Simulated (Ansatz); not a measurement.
**How fast states decay through SiF2**

Wanted: the relaxed cell of SiF2, its band edges and its decay constants. It is built by putting Si for Sn, F for I in the SnI2 structure of space group P4_2/mnm, with the volume rescaled by atomic radii. The parent structure comes from the Materials Project.

Calculated with Ansatz 0.2.0; PBE DFT, plane waves, PAW files, in the first sound run; inputs show where later runs differ.

The structure was built from a prototype and need not be the compound's stable phase.

## Step 1: The starting structure

It takes space group P4_2/mnm (No. 136, tetragonal). Conventional cell: a = 5.324 Å, b = 5.324 Å, c = 3.243 Å, α = 90.00°, β = 90.00°, γ = 90.00°. Nearest to Si lie 6 F at 2.23 Å. Nearest to F lie 3 Si at 2.23 Å. It derives from SnI2. Si for Sn, F for I in the SnI2 structure of space group P4_2/mnm. Farther neighbours and most contacts between anions are not listed.

## Step 2: Relaxing the new crystal

The substituted atoms don't fit the parent's cell, so cell and atoms relax together. A small smearing keeps the run stable in case the gap closes on the way.

input.yaml reads:

```yaml
crystal:
  lattice:
    - [5.3240766658, 0.0, 0.0]
    - [0.0, 5.3240766658, 0.0]
    - [0.0, 0.0, 3.2429771769]
  atoms:
    - { symbol: Si, position: [0.0, 0.0, 0.0] }
    - { symbol: Si, position: [0.5, 0.5, 0.5] }
    - { symbol: F, position: [0.2959747, 0.2959747, 0.0] }
    - { symbol: F, position: [0.7040253, 0.7040253, 0.0] }
    - { symbol: F, position: [0.7959747, 0.2040253, 0.5] }
    - { symbol: F, position: [0.2040253, 0.7959747, 0.5] }
kpoints:
  mp_grid: { grid: [4, 4, 6] }
scf:
  occupations: { method: gaussian, width: 0.03 }
hamiltonian:
  xc: pbe
output:
  forces: true
  stress: true
relax:
  f_tol: 0.02
  max_steps: 60
  cell: {}
```

Started as:

```console
ansatz run input.yaml --threads 2 --pin off --max-ram 4096MiB --backend cpu --events-out ev --progress --plain --runs-dir out
```

Numbers of over 12 decimals in the logs are rounded to 6 here.

The program printed:

```text
Engine: ansatz 0.2.0, aarch64-unknown-linux-gnu
Pseudopotentials: kind: paw
Pseudopotential: Si, paw, valence charge 4, recommended cutoff 420 eV (normal), Si.paw.azcp
Pseudopotential: F, paw, valence charge 7, recommended cutoff 420 eV (normal), F.paw.azcp
Functional definition: PBE
  parameter kappa = 0.804
  parameter beta = 0.066725
  exchange = pbe_x(kappa = kappa, mu = beta*pi^2/3)
  correlation = pbe_c(beta = beta)
Crystal: 6 atoms, lattice volume = 91.925 Å³
Basis set: ecut = 420 eV, 1819 PW (Γ), exchange–correlation on 72×72×48 points (8 copies of the dense FFT grid, shifted against one another)
Bands: 24, of which v1, the nominal top of the filled ones, is band 18 counted from 1 (17 counted from 0)
Symmetry: 16 space group operations
Space group: P42/mnm (ITA 136), of the structure as read, at distance tolerance 4.5e-5 Å
k-points: 24 of 96
Non-local potential: Si, projectors of the file, l = 0: 2, l = 1: 2, l = 2: 2
Non-local potential: F, projectors of the file, l = 0: 2, l = 1: 2, l = 2: 1
PAW form: soft (Blöchl's): semilocal exchange-correlation on the pseudo side does not see the compensation charge
PAW one-centre angular grid: Si, 110 points (default); XC on 64 Gauss nodes
PAW one-centre angular grid: F, 110 points (default); XC on 64 Gauss nodes
Initial density: superposition of atomic densities (neutral atoms: chi_scale 0, normalization atom), corrected by the library's trained network
Initial wavefunctions: pseudopotential atomic-orbital guess
Functional: x = pbe(κ = 0.804, μ = 0.219515), c = pbe(β = 0.066725)
SCF iter   1: F=—  HF=-4503.808399 eV  |F-HF|=—  |Δ(HF+E_count)|=         —  Δρ=3.13e-3  dr2=3.65e-3  ethr=1.77e-3  ⟨swp⟩=6.3  Hψ=2864  notcnv=0  defer=1
preconditioner: auto → Resta (q_TF=auto, 2.334 Å⁻¹)  ε∞=4.0  [insulator: Δε(μ)=1.855 eV  Ē_g=13.447 eV  σ=0.030 eV  W_gap=1.00  n_scr=18 (ndim 8)  ℏωp=23.2 eV  f_vac=0.095  D(μ)=0.00/eV (n_scr^D=0)  ε∞_Penn≈4.0]
SCF iter   2: F=—  HF=-4503.810028 eV  |F-HF|=—  |Δ(HF+E_count)|=   1.63e-3  Δρ=1.50e-3  dr2=7.92e-4  ethr=1.01e-5  ⟨swp⟩=2.0  Hψ=1273  notcnv=0  defer=37
SCF iter   3: F=—  HF=-4503.810577 eV  |F-HF|=—  |Δ(HF+E_count)|=   5.49e-4  Δρ=7.34e-4  dr2=2.40e-4  ethr=2.20e-6  ⟨swp⟩=2.8  Hψ=943  notcnv=0  defer=37
SCF iter   4: F=—  HF=-4503.810872 eV  |F-HF|=—  |Δ(HF+E_count)|=   2.94e-4  Δρ=9.86e-5  dr2=8.14e-6  ethr=6.67e-7  ⟨swp⟩=2.0  Hψ=866  notcnv=0  defer=37
SCF iter   5: F=—  HF=-4503.810628 eV  |F-HF|=—  |Δ(HF+E_count)|=   2.44e-4  Δρ=3.12e-5  dr2=7.17e-7  ethr=2.26e-8  ⟨swp⟩=2.0  Hψ=872  notcnv=0  defer=37
SCF iter   6: F=-4503.810628 eV  HF=-4503.810628 eV  |F-HF|=1.84e-8  |Δ(HF+E_count)|=   2.01e-7  Δρ=4.32e-6  dr2=2.88e-8  ethr=2.78e-10  ⟨swp⟩=4.3  Hψ=1926  notcnv=0
SCF 1 converged in 6 iterations: F = -4503.810628 eV  dr2 = 2.88e-8
  greatest PAW one-centre occupation: 0.934 electrons in one spin orbital (limit 2), on the F atom at site 5 (counted from 0), in its partial waves of l = 0
relax step   1: F+E_penalty+E_count = -4503.81062799 eV  Δ(F+E_penalty+E_count) = +0.000e0 eV  max|allowed force component| = 2.137e-2 eV/Å  Δτ_max = 0.0000 Å  P = -1.158 GPa  Ω = 91.925 Å³  (6 SCF iters, dr2 threshold 1.00e-7 eV, accepted)
Crystal: 6 atoms, lattice volume = 90.900 Å³
Initial density: handed on by an earlier stage of this run
Initial wavefunctions: those handed on with the density
iter 1 solved again at ethr=3.70e-6 eV; its pass at ethr=3.10e-3 eV (dr2=1.33e-3 eV) is discarded
SCF iter   1: F=—  HF=-4503.846573 eV  |F-HF|=—  |Δ(HF+E_count)|=         —  Δρ=2.59e-3  dr2=1.44e-3  ethr=3.70e-6  ⟨swp⟩=2.1  Hψ=3544  notcnv=0
preconditioner: auto → Resta (q_TF=auto, 2.338 Å⁻¹)  ε∞=4.0  [insulator: Δε(μ)=2.000 eV  Ē_g=13.532 eV  σ=0.030 eV  W_gap=1.00  n_scr=18 (ndim 8)  ℏωp=23.4 eV  f_vac=0.093  D(μ)=0.00/eV (n_scr^D=0)  ε∞_Penn≈4.0]
SCF iter   2: F=—  HF=-4503.846771 eV  |F-HF|=—  |Δ(HF+E_count)|=   1.98e-4  Δρ=1.34e-3  dr2=4.94e-4  ethr=3.70e-6  ⟨swp⟩=1.0  Hψ=576  notcnv=0
SCF iter   3: F=—  HF=-4503.846872 eV  |F-HF|=—  |Δ(HF+E_count)|=   1.01e-4  Δρ=3.94e-4  dr2=9.31e-5  ethr=1.37e-6  ⟨swp⟩=2.6  Hψ=865  notcnv=0
SCF iter   4: F=—  HF=-4503.846853 eV  |F-HF|=—  |Δ(HF+E_count)|=   1.96e-5  Δρ=1.13e-4  dr2=5.17e-6  ethr=2.59e-7  ⟨swp⟩=2.5  Hψ=1002  notcnv=0
SCF iter   5: F=-4503.846857 eV  HF=-4503.846857 eV  |F-HF|=2.13e-7  |Δ(HF+E_count)|=   4.38e-6  Δρ=1.22e-5  dr2=1.35e-7  ethr=1.67e-9  ⟨swp⟩=3.0  Hψ=2402  notcnv=0
SCF 2 converged in 5 iterations: F = -4503.846857 eV  dr2 = 1.35e-7
relax step   2: F+E_penalty+E_count = -4503.84685748 eV  Δ(F+E_penalty+E_count) = -3.623e-2 eV  max|allowed force component| = 4.196e-2 eV/Å  Δτ_max = 0.0160 Å  P = -0.206 GPa  Ω = 90.900 Å³  energy of the carried Pulay correction = +3.379e-3 eV  (5 SCF iters, dr2 threshold 6.00e-7 eV, accepted)
Crystal: 6 atoms, lattice volume = 90.556 Å³
Basis set: ecut = 420 eV, 1811 PW (Γ), exchange–correlation on 72×72×48 points (8 copies of the dense FFT grid, shifted against one another)
iter 1 solved again at ethr=3.03e-6 eV; its pass at ethr=3.10e-3 eV (dr2=1.09e-3 eV) is discarded
SCF iter   1: F=—  HF=-4503.862696 eV  |F-HF|=—  |Δ(HF+E_count)|=         —  Δρ=2.33e-3  dr2=1.26e-3  ethr=3.03e-6  ⟨swp⟩=2.0  Hψ=3604  notcnv=0
preconditioner: auto → Resta (q_TF=auto, 2.339 Å⁻¹)  ε∞=4.0  [insulator: Δε(μ)=2.020 eV  Ē_g=13.546 eV  σ=0.030 eV  W_gap=1.00  n_scr=18 (ndim 8)  ℏωp=23.4 eV  f_vac=0.086  D(μ)=0.00/eV (n_scr^D=0)  ε∞_Penn≈4.0]
SCF iter   2: F=—  HF=-4503.862984 eV  |F-HF|=—  |Δ(HF+E_count)|=   2.88e-4  Δρ=1.23e-3  dr2=3.78e-4  ethr=3.03e-6  ⟨swp⟩=1.6  Hψ=756  notcnv=0
SCF iter   3: F=—  HF=-4503.863231 eV  |F-HF|=—  |Δ(HF+E_count)|=   2.47e-4  Δρ=4.92e-4  dr2=1.33e-4  ethr=1.05e-6  ⟨swp⟩=2.0  Hψ=909  notcnv=0
SCF iter   4: F=—  HF=-4503.863205 eV  |F-HF|=—  |Δ(HF+E_count)|=   2.62e-5  Δρ=7.82e-5  dr2=2.00e-6  ethr=3.70e-7  ⟨swp⟩=2.4  Hψ=926  notcnv=0
SCF iter   5: F=-4503.863208 eV  HF=-4503.863208 eV  |F-HF|=3.94e-8  |Δ(HF+E_count)|=   2.80e-6  Δρ=7.82e-6  dr2=4.27e-8  ethr=1.67e-9  ⟨swp⟩=4.1  Hψ=1929  notcnv=0
SCF 3 converged in 5 iterations: F = -4503.863208 eV  dr2 = 4.27e-8
relax step   3: F+E_penalty+E_count = -4503.86320765 eV  Δ(F+E_penalty+E_count) = -1.635e-2 eV  max|allowed force component| = 5.236e-2 eV/Å  Δτ_max = 0.0120 Å  P = -0.205 GPa  Ω = 90.556 Å³  energy of the carried Pulay correction = +4.522e-3 eV  (5 SCF iters, dr2 threshold 6.00e-7 eV, accepted)
[... from here on, the SCF cycles and remarks between the steps are left out ...]
[...]
relax step  15: F+E_penalty+E_count = -4505.42684802 eV  Δ(F+E_penalty+E_count) = -4.293e-2 eV  max|allowed force component| = 1.096e-1 eV/Å  Δτ_max = 0.0117 Å  P = -1.492 GPa  Ω = 83.181 Å³  energy of the carried Pulay correction = +3.011e-2 eV  (6 SCF iters, dr2 threshold 6.00e-7 eV, accepted)
relax step  16: F+E_penalty+E_count = -4505.43562180 eV  Δ(F+E_penalty+E_count) = -8.774e-3 eV  max|allowed force component| = 3.415e-3 eV/Å  Δτ_max = 0.0036 Å  P = -0.022 GPa  Ω = 82.248 Å³  energy of the carried Pulay correction = +3.349e-2 eV  (5 SCF iters, dr2 threshold 6.00e-7 eV, accepted)
relax step  17: F+E_penalty+E_count = -4505.43605112 eV  Δ(F+E_penalty+E_count) = -4.293e-4 eV  max|allowed force component| = 1.073e-3 eV/Å  Δτ_max = 0.0018 Å  P = -0.008 GPa  Ω = 82.140 Å³  energy of the carried Pulay correction = +3.389e-2 eV  (5 SCF iters, dr2 threshold 6.46e-9 eV, accepted)
relax step  18: F+E_penalty+E_count = -4505.48719733 eV  Δ(F+E_penalty+E_count) = -5.115e-2 eV  max|allowed force component| = 5.748e-3 eV/Å  Δτ_max = 0.0000 Å  P = +0.914 GPa  Ω = 82.140 Å³  stress off target by 1.56e0 GPa  SCF on the basis re-selected at this cell (its energy is not comparable with the rows above)  (6 SCF iters)
relax step  19: F+E_penalty+E_count = -4505.49227989 eV  Δ(F+E_penalty+E_count) = -5.083e-3 eV  max|allowed force component| = 3.026e-3 eV/Å  Δτ_max = 0.0207 Å  P = +0.261 GPa  Ω = 83.913 Å³  energy of the carried Pulay correction = -5.965e-3 eV  (6 SCF iters, dr2 threshold 6.00e-7 eV, accepted)
relax step  20: F+E_penalty+E_count = -4505.49078238 eV  Δ(F+E_penalty+E_count) = +1.498e-3 eV  max|allowed force component| = 3.357e-4 eV/Å  Δτ_max = 0.0085 Å  P = +0.032 GPa  Ω = 84.669 Å³  energy of the carried Pulay correction = -8.519e-3 eV  (5 SCF iters, dr2 threshold 3.70e-7 eV, accepted)
relax step  21: F+E_penalty+E_count = -4505.49048702 eV  Δ(F+E_penalty+E_count) = +2.954e-4 eV  max|allowed force component| = 3.422e-4 eV/Å  Δτ_max = 0.0011 Å  P = +0.001 GPa  Ω = 84.765 Å³  energy of the carried Pulay correction = -8.833e-3 eV  (5 SCF iters, dr2 threshold 8.47e-9 eV, accepted)
relax step  22: F+E_penalty+E_count = -4505.50182070 eV  Δ(F+E_penalty+E_count) = -1.133e-2 eV  max|allowed force component| = 8.144e-4 eV/Å  Δτ_max = 0.0000 Å  P = +0.279 GPa  Ω = 84.765 Å³  stress off target by 3.36e-1 GPa  SCF on the basis re-selected at this cell (its energy is not comparable with the rows above)  (6 SCF iters)
relax step  23: F+E_penalty+E_count = -4505.50008393 eV  Δ(F+E_penalty+E_count) = +1.737e-3 eV  max|allowed force component| = 1.912e-4 eV/Å  Δτ_max = 0.0075 Å  P = +0.070 GPa  Ω = 85.522 Å³  energy of the carried Pulay correction = -2.639e-3 eV  (5 SCF iters, dr2 threshold 2.82e-7 eV, accepted)
relax step  24: F+E_penalty+E_count = -4505.49926286 eV  Δ(F+E_penalty+E_count) = +8.211e-4 eV  max|allowed force component| = 2.483e-4 eV/Å  Δτ_max = 0.0023 Å  P = +0.002 GPa  Ω = 85.763 Å³  energy of the carried Pulay correction = -3.521e-3 eV  (6 SCF iters, dr2 threshold 1.40e-8 eV, accepted)
relax step  25: F+E_penalty+E_count = -4505.50290156 eV  Δ(F+E_penalty+E_count) = -3.639e-3 eV  max|allowed force component| = 6.040e-5 eV/Å  Δτ_max = 0.0000 Å  P = +0.043 GPa  Ω = 85.763 Å³  stress off target by 5.58e-2 GPa  SCF on the basis re-selected at this cell (its energy is not comparable with the rows above)  (6 SCF iters)
relax step  26: F+E_penalty+E_count = -4505.50235113 eV  Δ(F+E_penalty+E_count) = +5.504e-4 eV  max|allowed force component| = 4.700e-4 eV/Å  Δτ_max = 0.0018 Å  P = +0.008 GPa  Ω = 85.936 Å³  energy of the carried Pulay correction = -5.807e-4 eV  (5 SCF iters, dr2 threshold 7.77e-9 eV, accepted)
iter 1 solved again at ethr=3.24e-7 eV; its pass at ethr=3.10e-3 eV (dr2=1.17e-4 eV) is discarded
SCF iter   1: F=—  HF=-4505.503364 eV  |F-HF|=—  |Δ(HF+E_count)|=         —  Δρ=4.03e-5  dr2=1.35e-7  ethr=3.24e-7  ⟨swp⟩=3.1  Hψ=4761  notcnv=0
preconditioner: auto → none  [insulator: Δε(μ)=2.355 eV  Ē_g=15.139 eV  σ=0.030 eV  W_gap=1.00  n_scr=12 (ndim 8)  ℏωp=24.0 eV  f_vac=0.143  D(μ)=0.00/eV (n_scr^D=0)  ε∞_Penn≈3.5]
SCF iter   2: F=—  HF=-4505.503051 eV  |F-HF|=—  |Δ(HF+E_count)|=   3.13e-4  Δρ=1.90e-5  dr2=5.99e-8  ethr=3.75e-10  ⟨swp⟩=2.8  Hψ=1106  notcnv=0
SCF iter   3: F=—  HF=-4505.503055 eV  |F-HF|=—  |Δ(HF+E_count)|=   4.59e-6  Δρ=1.09e-5  dr2=8.65e-9  ethr=1.66e-10  ⟨swp⟩=2.2  Hψ=926  notcnv=0
SCF iter   4: F=—  HF=-4505.503057 eV  |F-HF|=—  |Δ(HF+E_count)|=   1.88e-6  Δρ=4.46e-6  dr2=1.06e-9  ethr=2.40e-11  ⟨swp⟩=2.0  Hψ=917  notcnv=0
SCF iter   5: F=—  HF=-4505.503057 eV  |F-HF|=—  |Δ(HF+E_count)|=   4.07e-7  Δρ=1.25e-6  dr2=1.09e-10  ethr=2.93e-12  ⟨swp⟩=2.3  Hψ=988  notcnv=0
SCF iter   6: F=-4505.503057 eV  HF=-4505.503057 eV  |F-HF|=7.60e-10  |Δ(HF+E_count)|=   2.98e-8  Δρ=3.10e-7  dr2=1.87e-11  ethr=1.00e-12  ⟨swp⟩=4.0  Hψ=1860  notcnv=0
SCF 27 converged in 6 iterations: F = -4505.503057 eV  dr2 = 1.87e-11
relax step  27: F+E_penalty+E_count = -4505.50305741 eV  Δ(F+E_penalty+E_count) = -7.063e-4 eV  max|allowed force component| = 5.277e-4 eV/Å  Δτ_max = 0.0000 Å  P = +0.012 GPa  Ω = 85.936 Å³  stress off target by 1.50e-2 GPa  SCF on the basis re-selected at this cell (its energy is not comparable with the rows above)  (6 SCF iters)
basis re-selected at this cell: Δ(F+E_penalty+E_count) = -7.063e-4 eV, ΔP = +0.004 GPa vs the last step (what re-selecting the basis moved, of the pressure what is left beyond the Pulay correction that the steps carried, after the strain that the cell walked since its last selection, with what the two solves' SCF thresholds leave and, on support functions, any second-order correction that the steps lacked; it is no m [...]
SCF converged after 6 iterations
Free energy (F): -4505.503057 eV
Harris-Foulkes:  -4505.503057 eV  (|F-HF|=7.60e-10)
Internal energy: -4505.503057 eV  (E = F + TS)
E sigma→0 (E₀):  -4505.503057 eV
Fermi energy:    4.301049 eV
--- Per-component energies (eV) ---
  E_band       = -211.375209
  E_kinetic    = 908.603868
  E_local      = -2795.321962  (includes V_loc(G=0)·N_el)
  E_nonlocal   = 341.264622
  E_hartree    = 1051.462591
  E_xc         = -428.141070
  E_vxc        = -500.753808  (∫ρ·V_xc dr)
  E_paw        = -1826.316991  (= ΣΔE_a)
  E_vpaw       = -268.101231  (= ΣTr[D̂ρ^β])
  E_aug_tail   = 0.008214  (compensation charges beyond the density's cutoff)
  E_ewald      = -1757.062331
  E_smearing   = -0.000000  (= −TS)
  E_closure    = -0.000000  (closes the sum)
  Σ components = -4505.503057   (vs F -4505.503057, Δ=0.00e0)
--- Forces (eV/Å), atoms counted from 1 ---
  atom   1  Si    -0.00000000     0.00000000     0.00000000
  atom   2  Si     0.00000000     0.00000000     0.00000000
  atom   3  F      0.00052770     0.00052770     0.00000000
  atom   4  F     -0.00052770    -0.00052770     0.00000000
  atom   5  F      0.00052770    -0.00052770     0.00000000
  atom   6  F     -0.00052770     0.00052770     0.00000000
  max |Σ_I F_I| component: 1.73e-18 eV/Å
--- Stress (GPa, compression-positive) ---
        0.014998       0.000000       0.000000
        0.000000       0.014998       0.000000
        0.000000       0.000000       0.007323
  P = ⅓ Tr σ = 0.0124 GPa (0.124 kbar)
--- Relaxed structure (23 steps of the walk, 23 accepted, 4 SCFs on fresh bases) ---
  F+E_penalty+E_count = -4505.50305741 eV   max|allowed force component| = 5.277e-4 eV/Å   (the final SCF, on the basis selected at the relaxed cell)
  cell:  # Å, volume = 85.9362 Å³
    - [5.855778, 0, 0.0]
    - [0, 5.855778, 0.0]
    - [0.0, 0.0, 2.506150]
  atoms:
    - { symbol: Si, position: [-6.584403727482854e-19, -1.1946959340587434e-18, 0.0] }
    - { symbol: Si, position: [0.5, 0.5, 0.5] }
    - { symbol: F, position: [0.204823, 0.204823, 0.0] }
    - { symbol: F, position: [0.795177, 0.795177, 0.0] }
    - { symbol: F, position: [0.704823, 0.295177, 0.5] }
    - { symbol: F, position: [0.295177, 0.704823, 0.5] }
```

Run time: 36 s. Hardware: 2 threads of Arm Neoverse V1, shared host; peak memory 0.35 GiB.

The steps of the relaxation (22 of 27):

```
step  energy less that of the first step (eV)  largest force component (eV/Å)  pressure (GPa)  volume (Å³)
   1                                   0.0000                          0.0214           -1.16        91.92
   2                                  -0.0362                          0.0420           -0.21        90.90
   3                                  -0.0526                          0.0524           -0.20        90.56
   5                                  -0.0704                          0.0120            0.29        89.43
   6                                  -0.0707                          0.0076           -0.04        89.78
   7                                  -0.0719                          0.0047            0.00        89.75
   8                                  -0.0742                          0.0112            0.07        89.78
  10                                  -0.2587                          0.0532            2.09        90.95
  11                                  -0.3592                          0.4532           -5.79        93.82
  12                                  -0.8937                          0.2496           -3.89        89.85
  13                                  -1.3108                          0.0659           -3.29        90.58
  15                                  -1.6162                          0.1096           -1.49        83.18
  16                                  -1.6250                          0.0034           -0.02        82.25
  17                                  -1.6254                          0.0011           -0.01        82.14
 18*                                  -1.6766                          0.0057            0.91        82.14
  20                                  -1.6802                          0.0003            0.03        84.67
  21                                  -1.6799                          0.0003            0.00        84.77
 22*                                  -1.6912                          0.0008            0.28        84.77
  23                                  -1.6895                          0.0002            0.07        85.52
 25*                                  -1.6923                          0.0001            0.04        85.76
  26                                  -1.6917                          0.0005            0.01        85.94
 27*                                  -1.6924                          0.0005            0.01        85.94
```

Relaxation steps marked * repeat the geometry before them on a plane-wave basis chosen anew for their cell, so energy and pressure can jump there. Other such steps can lie between the rows shown.

The run keeps the 16 symmetry operations that it works with, so distortions that break them were not tested.

```csv
cell as run,before,after,change
a (Å),5.324,5.856,+10.0 %
b (Å),5.324,5.856,+10.0 %
c (Å),3.243,2.506,-22.7 %
volume (Å³/atom),15.32,14.32,-6.5 %
```

The atoms that moved most (Å, as changes of fractional coordinates times the final cell):

| atom | dx | dy | dz | length |
| --- | --- | --- | --- | --- |
| F3 | -0.534 | -0.534 | 0.000 | 0.755 |
| F5 | -0.534 | 0.534 | 0.000 | 0.755 |
| F6 | 0.534 | -0.534 | 0.000 | 0.755 |
| F4 | 0.534 | 0.534 | 0.000 | 0.755 |

The relaxed structure:

```xyz
6
Lattice="5.8558 0.0000 0.0000 0.0000 5.8558 0.0000 0.0000 0.0000 2.5061" Properties=species:S:1:pos:R:3 pbc="T T T"
Si    0.0000    0.0000    0.0000
Si    2.9279    2.9279    1.2531
F     1.1994    1.1994    0.0000
F     4.6564    4.6564    0.0000
F     4.1273    1.7285    1.2531
F     1.7285    4.1273    1.2531
```

Numbers from this step:

```yaml
free_energy: -4505.5031 eV
fermi_energy: 4.301 eV
pressure: 0.01244 GPa
```

The largest force component on a free atom ends at 5.3e-4 eV/Å.

(Continued in part 2 of 3.)

[Logs are printed without paths, hosts, clocks, repeated set-up lines and the standing remarks that a program may print on its own settings, such as how far it seeks lower states.]

[Hosts, paths, dates, database ids (printed as entryN), source tags and the programs' standing remarks are cut or masked in the printed files.]
